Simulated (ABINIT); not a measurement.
# Quasiparticle gap of CdS (Hawleyite) in ABINIT

Aim: the G0W0 gap of CdS (Hawleyite) on PBE with spin-orbit coupling, step by step.

Program: ABINIT 10.8.3. Level of theory: PBE and many-body steps on it, plane waves. Values are calculated unless marked as measured.

**What was measured.**

- Gap 2.42 eV: optical gap from inflexion point of photoacoustic spectrum, as-grown film; photoacoustic spectroscopy; film (as-grown chemical bath deposited film, about 0.25 um thick, deposited at 80 C) (“Study of the band--gap shift in CdS films: Influence of thermal annealing in different atmospheres”, 1995, arxiv:cond-mat/9501125).

### Step 1. Set-up

Symmetry: F-43m, No. 216, cubic system. Conventional cell: a = 5.833 Å, b = 5.833 Å, c = 5.833 Å, α = 90.00°, β = 90.00°, γ = 90.00°. Nearest to Cd lie 4 S at 2.53 Å. Nearest to S lie 4 Cd at 2.53 Å. Farther neighbours, and contacts between anions beyond the nearest, are not listed.

The cell and positions come from the Crystallography Open Database and are kept as given unless a step says otherwise.

### Step 2. Ground state

This step: ABINIT 10.8.3; DFT, PBE with spin-orbit coupling, plane waves, norm-conserving pseudopotentials.

The ground-state density comes first.

Contents of run.abi:

```
acell 3*1.0 Angstrom
rprim 
  -0.000000000000 2.916500000000 2.916500000000
  2.916500000000 -0.000000000000 2.916500000000
  2.916500000000 2.916500000000 -0.000000000000
ntypat 2
znucl 48 16
natom 2
typat 1 2
xred 
  0.000000000000 0.000000000000 0.000000000000
  0.250000000000 0.250000000000 0.250000000000
pp_dirpath "pseudos"
pseudos "Cd.upf, S.upf"
ecut 47
nspinor 2
ngkpt 6 6 6
nshiftk 1
shiftk 0 0 0
kptopt 1
chksymbreak 0
nband 36
occopt 1
tolvrs 1e-10
nstep 60
prtwf 0
optforces 0
optstress 0
indata_prefix "in"
outdata_prefix "out"
tmpdata_prefix "tmp"
```

Started as:

```console
$ OMP_NUM_THREADS=1 mpirun -n 8 abinit run.abi > log
```

What it wrote:

```text
.Version 10.8.3 of ABINIT. v10.8.2 released Aug 2026.

 Symmetries : space group F-4 3 m (#216); Bravais cF (face-center cubic)
================================================================================
 Values of the parameters that define the memory need of the present run
     intxc =       0    ionmov =       0      iscf =       7    lmnmax =      18
     lnmax =      18     mgfft =      50  mpssoang =       5    mqgrid =    3001
     natom =       2  nloc_mem =       1    nspden =       1   nspinor =       2
    nsppol =       1      nsym =      24    n1xccc =    2501    ntypat =       2
    occopt =       1   xclevel =       2
-    mband =          36        mffmem =           1         mkmem =           2
       mpw =        5188          nfft =      125000          nkpt =          16
================================================================================
  Rough estimation (10% accuracy) of disk space for files :
================================================================================

--------------------------------------------------------------------------------
------------- Echo of variables that govern the present computation ------------
--------------------------------------------------------------------------------
 -outvars: echo values of preprocessed input variables --------
            acell      1.8897261259E+00  1.8897261259E+00  1.8897261259E+00 Bohr

      chksymbreak           0
             ecut      4.70000000E+01 Hartree
-          fftalg         312

              ixc     -101130
              kpt      0.00000000E+00  0.00000000E+00  0.00000000E+00
                       1.66666667E-01  0.00000000E+00  0.00000000E+00
                       3.33333333E-01  0.00000000E+00  0.00000000E+00
                       5.00000000E-01  0.00000000E+00  0.00000000E+00
                       1.66666667E-01  1.66666667E-01  0.00000000E+00
                       3.33333333E-01  1.66666667E-01  0.00000000E+00
                       5.00000000E-01  1.66666667E-01  0.00000000E+00
                      -3.33333333E-01  1.66666667E-01  0.00000000E+00
                      -1.66666667E-01  1.66666667E-01  0.00000000E+00
   [... 5 further rows ...]
                      -3.33333333E-01  3.33333333E-01  1.66666667E-01
                      -3.33333333E-01  5.00000000E-01  1.66666667E-01
         kptrlatt        6    0    0      0    6    0      0    0    6
          kptrlen      4.67656631E+01
P           mkmem           2
            natom           2
            nband          36
            ngfft          50      50      50
             nkpt          16
          nspinor           2
            nstep          60
             nsym          24
           ntypat           2
              occ      1.000000  1.000000  1.000000  1.000000  1.000000  1.000000
                       1.000000  1.000000  1.000000  1.000000  1.000000  1.000000
                       1.000000  1.000000  1.000000  1.000000  1.000000  1.000000
                       1.000000  1.000000  1.000000  1.000000  1.000000  1.000000
                       1.000000  1.000000  0.000000  0.000000  0.000000  0.000000
                       0.000000  0.000000  0.000000  0.000000  0.000000  0.000000
        optforces           0
        optstress           0
            prtwf           0
            rprim     -0.0000000000E+00  2.9165000000E+00  2.9165000000E+00
[...]
spgroup         216

           tolvrs      1.00000000E-10

             xred      0.0000000000E+00  0.0000000000E+00  0.0000000000E+00
[...]
znucl       48.00000   16.00000

================================================================================

 chkinp: Checking input parameters for consistency.

================================================================================
== DATASET  1 ==================================================================
-   mpi_nproc: 8, omp_nthreads: 1 (-1 if OMP is not activated)

--- !DatasetInfo
iteration_state: {dtset: 1, }
dimensions: {natom: 2, nkpt: 16, mband: 36, nsppol: 1, nspinor: 2, nspden: 1, mpw: 5188, }
cutoff_energies: {ecut:  47.0, pawecutdg:  -1.0, }
electrons: {nelect:   2.60000000E+01, charge:   0.00000000E+00, occopt:   1.00000000E+00, tsmear:   1.00000000E-02, }

 Real(R)+Recip(G) space primitive vectors, cartesian coordinates (Bohr,Bohr^-1):
 R(1)=  0.0000000  5.5113862  5.5113862  G(1)= -0.0907213  0.0907213  0.0907213
 R(2)=  5.5113862  0.0000000  5.5113862  G(2)=  0.0907213 -0.0907213  0.0907213
 R(3)=  5.5113862  5.5113862  0.0000000  G(3)=  0.0907213  0.0907213 -0.0907213
 Unit cell volume ucvol=  3.3482088E+02 bohr^3
 Angles (23,13,12)=  6.00000000E+01  6.00000000E+01  6.00000000E+01 degrees

 getcut: wavevector=  0.0000  0.0000  0.0000  ngfft=  50  50  50
         ecut(hartree)=     47.000   => boxcut(ratio)=   2.07948

--- Pseudopotential description ------------------------------------------------
- Cd Generated using ONCVPSP code by D. R. Hamann
- 48.00000  20.00000  180423                  znucl, zion, pspdat
12 -101130 2 -1 1368                          pspcod,pspxc,lmax,lloc,mmax
     nproj     2     4     4     0
     spin-orbit psp
        nprojso     4     4     0
  pspatm : epsatm=   23.18602207
         --- l  ekb(1:nproj) -->
[...]
1    9.657145    1.519289    0.012856    0.000063
             2    1.541456   -0.655918    0.017961   -0.000027
  spin-orbit 1   -3.801853    0.411142    0.019680   -0.001553
  spin-orbit 2   -1.207204    0.051413    0.008713   -0.000403
 pspatm: atomic psp has been read  and splines computed

- S Generated using ONCVPSP code by D. R. Hamann
- 16.00000   6.00000  180416                  znucl, zion, pspdat
12 -101130 2 -1 1146                          pspcod,pspxc,lmax,lloc,mmax
     nproj     2     3     2     0
     spin-orbit psp
        nprojso     3     3     0
  pspatm : epsatm=    9.02154350
         --- l  ekb(1:nproj) -->
[...]
1    3.228904    0.888476    0.000329
             2   -3.547470   -0.986489
  spin-orbit 1    0.096764   -0.027776    0.009511
  spin-orbit 2    0.001615    0.000361   -0.000189
 pspatm: atomic psp has been read  and splines computed

   8.37396705E+02                                ecore*ucvol(ha*bohr**3)
--------------------------------------------------------------------------------

_setup2: Arith. and geom. avg. npw (full set) are    5151.458    5151.430

================================================================================

--- !BeginCycle
iteration_state: {dtset: 1, }
solver: {iscf: 7, nstep: 60, nline: 4, wfoptalg: 0, }
tolerances: {tolvrs: 1.00E-10, }

     iter   Etot(hartree)      deltaE(h)  residm     vres2
 ETOT  1  -184.72237458687    -1.847E+02 2.011E+00 3.817E+03
 ETOT  2  -185.71207468874    -9.897E-01 5.673E-02 6.032E+03
 ETOT  3  -186.32489537823    -6.128E-01 3.745E-02 6.468E+02
 ETOT  4  -186.37434745552    -4.945E-02 3.361E-02 1.583E+02
 ETOT  5  -186.39022125300    -1.587E-02 1.377E-02 7.179E-01
 ETOT  6  -186.39029880286    -7.755E-05 2.922E-03 2.734E-02
 ETOT  7  -186.39030038183    -1.579E-06 1.207E-03 1.668E-02
 ETOT  8  -186.39030212792    -1.746E-06 2.695E-04 1.038E-03
 ETOT  9  -186.39030224122    -1.133E-07 9.186E-05 1.605E-05
 ETOT 10  -186.39030224307    -1.851E-09 9.102E-05 2.233E-07
 ETOT 11  -186.39030224307    -3.553E-12 1.484E-05 2.771E-09
 ETOT 12  -186.39030224309    -1.552E-11 8.728E-05 2.154E-10
 ETOT 13  -186.39030224309    -6.565E-12 1.707E-05 1.304E-11

 At SCF step   13       vres2   =  1.30E-11 < tolvrs=  1.00E-10 =>converged.

--- !ResultsGS
iteration_state: {dtset: 1, }
comment   : Summary of ground state results
lattice_vectors:
- [ -0.0000000,   5.5113862,   5.5113862, ]
- [  5.5113862,  -0.0000000,   5.5113862, ]
- [  5.5113862,   5.5113862,  -0.0000000, ]
lattice_lengths: [   7.79428,    7.79428,    7.79428, ]
lattice_angles: [ 60.000,  60.000,  60.000, ] # degrees, (23, 13, 12)
lattice_volume:   3.3482088E+02
convergence: {deltae: -6.565E-12, res2:  1.304E-11, residm:  1.707E-05, diffor:  0.000E+00, }
etotal    :  -1.86390302E+02
entropy   :   0.00000000E+00
fermie    :   1.61176212E-01
cartesian_stress_tensor: null
pressure_GPa: null
xred      :
- [  0.0000E+00,   0.0000E+00,   0.0000E+00, Cd]
- [  2.5000E-01,   2.5000E-01,   2.5000E-01,  S]
cartesian_forces: null
force_length_stats: {min: null, max: null, mean: null, }

 Integrated electronic density in atomic spheres:
 ------------------------------------------------
 Atom  Sphere_radius  Integrated_density
    1        2.00000         17.16729202
    2        2.00000          3.93246321
================================================================================

 ----iterations are completed or convergence reached----

 Mean square residual over all n,k,spin=   11.544E-08; max=  17.069E-06
 reduced coordinates (array xred) for    2 atoms
       0.000000      0.000000      0.000000
       0.250000      0.250000      0.250000
 rms dE/dt=  0.0000E+00; max dE/dt=  0.0000E+00; dE/dt below (all hartree)
    1       0.000000      0.000000      0.000000
    2       0.000000      0.000000      0.000000

 cartesian coordinates (angstrom) at end:
    1      0.000000     0.000000     0.000000
    2      1.458250     1.458250     1.458250
 length scales=  1.889726  1.889726  1.889726 bohr
              =  1.000000  1.000000  1.000000 angstroms
 prteigrs : about to open file out_EIG
 Fermi (or HOMO) energy (hartree) =   0.16118   Average Vxc (hartree)=  -0.34396
 Eigenvalues (hartree) for nkpt=  16  k points:
 kpt#   1, nband= 36, wtk=  0.00463, kpt=  0.0000  0.0000  0.0000 (reduced coord)
  -3.56165   -3.56165   -2.27954   -2.27954   -2.06578   -2.06578   -2.06578   -2.06578
  -0.29387   -0.29387   -0.13241   -0.13241   -0.13241   -0.13241   -0.11447   -0.11447
  -0.10058   -0.10058   -0.10058   -0.10058    0.15956    0.15956    0.16118    0.16118
   0.16118    0.16118    0.20267    0.20267    0.39003    0.39003    0.40538    0.40538
   0.40538    0.40538    0.58102    0.58135
 prteigrs : prtvol=0 or 1, do not print more k-points.

--- !EnergyTerms
iteration_state     : {dtset: 1, }
comment             : Components of total free energy in Hartree
kinetic             :  6.536523E+01
hartree             :  6.512925E+01
xc                  : -2.742508E+01
Ewald energy        : -9.940623E+01
psp_core            :  2.501029E+00
local_psp           : -1.983053E+02
non_local_psp       :  5.750831E+00
total_energy        : -1.863903E+02
total_energy_eV     : -5.071939E+03
band_energy         : -2.107867E+01

== END DATASET(S) ==============================================================
================================================================================

 -outvars: echo values of variables after computation  --------
           etotal     -1.8639030224E+02
            nband          36
             nkpt          16
          spgroup         216
 [... the other variables as echoed above ...]

 Calculation completed.
```

Run time: 46 s. Hardware: 8 MPI ranks of AMD EPYC 7R43, shared host; peak memory 0.92 GiB.

This step gave:

| Quantity | Value |
| --- | --- |
| total energy | -5071.9385 eV |
| gap | 1.129 eV |
| k of the valence top | 0, 0, 0 |
| k of the conduction bottom | 0, 0, 0 |
| least direct gap | 1.129 eV |

The gap is direct, at Γ.

[end of part 1 of 3]

[Long decimals in the printed logs are rounded to 6 places.]

[Logs are printed without paths, hosts, clocks, repeated set-up lines and the standing remarks that a program may print on its own settings, such as how far it seeks lower states.]

[Paths, hosts, dates, memory and timing lines, banners, echoed tables and standing remarks are left out of the program output; an Ansatz launch command may be rebuilt from the run's recorded settings. Measured values are a selection of at most five: reports struck by readers or far from the other reports are left out. None is set beside runs whose start may be inverted or whose files or cutoffs have a known fault.]

[Runs of the session that timed out or met a known fault of the program may be left out.]

[Hosts, paths, dates, database ids (printed as entryN), source tags and the programs' standing remarks are cut or masked in the printed files.]

[G0W0 gaps are taken among the corrected bands and points alone; a level outside them can change the order at an edge.]

[Where Ansatz stands beside ABINIT at settings called matched, ABINIT's density can come from a denser mesh and the files from another edition; pairs whose starting gaps differed by over 0.03 eV were left out, so agreement reads better than it is.]
